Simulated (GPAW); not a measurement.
Consider NaMgF3 (Pm-3m).

```xyz
5
Lattice="3.9508 0.0000 0.0000 0.0000 3.9508 0.0000 0.0000 0.0000 3.9508" Properties=species:S:1:pos:R:3 pbc="T T T"
Mg    1.9754    1.9754    1.9754
Na    0.0000    0.0000    0.0000
F     0.0000    1.9754    1.9754
F     1.9754    0.0000    1.9754
F     1.9754    1.9754    0.0000
```

Absorber: atom 2, with 12 F at 2.79 Å (cuboctahedral, site symmetry m-3m). Method: GPAW, LDA, full core hole (charged cell), 20-atom cell with 6.8 Å between holes, 4×4×4 k points, dipole transitions, Gaussian full width 0.9 eV up to 4 eV, rising linearly to 3.5 eV at 25 eV.

Q: Where do the maxima of the Na K edge fall?

Main maxima up to 24 eV above the zero (height): 4.4 eV (4.56), 8.2 eV (1.19) and 17.1 eV (1.05). A K edge sees empty p states on the absorber. The total-energy difference plus the lowest empty eigenvalue puts the zero at 1077.00 eV. One term is added: -11.92 eV, since the hole is spin-paired here and a spin-polarised one costs that much less in the free atom (computed apart). The photon energy is then 1065.08 eV. The tabulated edge of the element is 1070.8 eV. The functional and the charged cell's background leave an error in such absolute values: in the free atom LDA prices this hole 5.9 eV below PBE (computed apart), and PBE is itself good to a few eV.

The Na K spectrum (energy from the lowest empty level; intensity scaled to a mean of 1 over the first 20 eV):

| E (eV) | intensity |
| --- | --- |
| -2.0 | 0.00 |
| -1.0 | 0.00 |
| 0.0 | 0.00 |
| 1.0 | 0.01 |
| 2.0 | 0.04 |
| 3.0 | 1.27 |
| 4.0 | 3.82 |
| 5.0 | 3.29 |
| 6.0 | 2.25 |
| 7.0 | 1.07 |
| 8.0 | 1.19 |
| 9.0 | 1.03 |
| 10.0 | 0.55 |
| 11.0 | 0.35 |
| 12.0 | 0.30 |
| 13.0 | 0.32 |
| 14.0 | 0.36 |
| 15.0 | 0.52 |
| 16.0 | 0.82 |
| 17.0 | 1.05 |
| 18.0 | 0.90 |
| 19.0 | 0.57 |
| 20.0 | 0.37 |
| 21.0 | 0.32 |
| 22.0 | 0.35 |
| 23.0 | 0.39 |
| 24.0 | 0.44 |
| 25.0 | 0.52 |
| 26.0 | 0.63 |
| 27.0 | 0.79 |
| 28.0 | 1.00 |
| 29.0 | 1.20 |
| 30.0 | 1.28 |
| 31.0 | 1.18 |
| 32.0 | 0.93 |

The mesh is coarse (0.28 Å⁻¹ between points), so small maxima may be mesh ripples. Lifetime broadening is put in by hand, and intensities beyond about 20 eV depend on it and on the partial waves; weight that the partial waves miss at high energy is lost. The structure is a computed Materials Project entry and may be a hypothetical form.

[Banner, clock and machine lines of the logs are left out without a mark of their own.]

[Logs are printed without paths, hosts, clocks, repeated set-up lines and the standing remarks that a program may print on its own settings, such as how far it seeks lower states.]

[Hosts, paths, dates, database ids (printed as entryN), source tags and the programs' standing remarks are cut or masked in the printed files.]

[Lists of maxima count a maximum above −3 eV only where it reaches 4 % of the highest in the window and stands out from its surroundings by 2 % of it (1.5 % where it reaches 55 %); shoulders and weaker maxima are passed over, and of the rest the first, up to two pre-edge ones and the few strongest are named.]
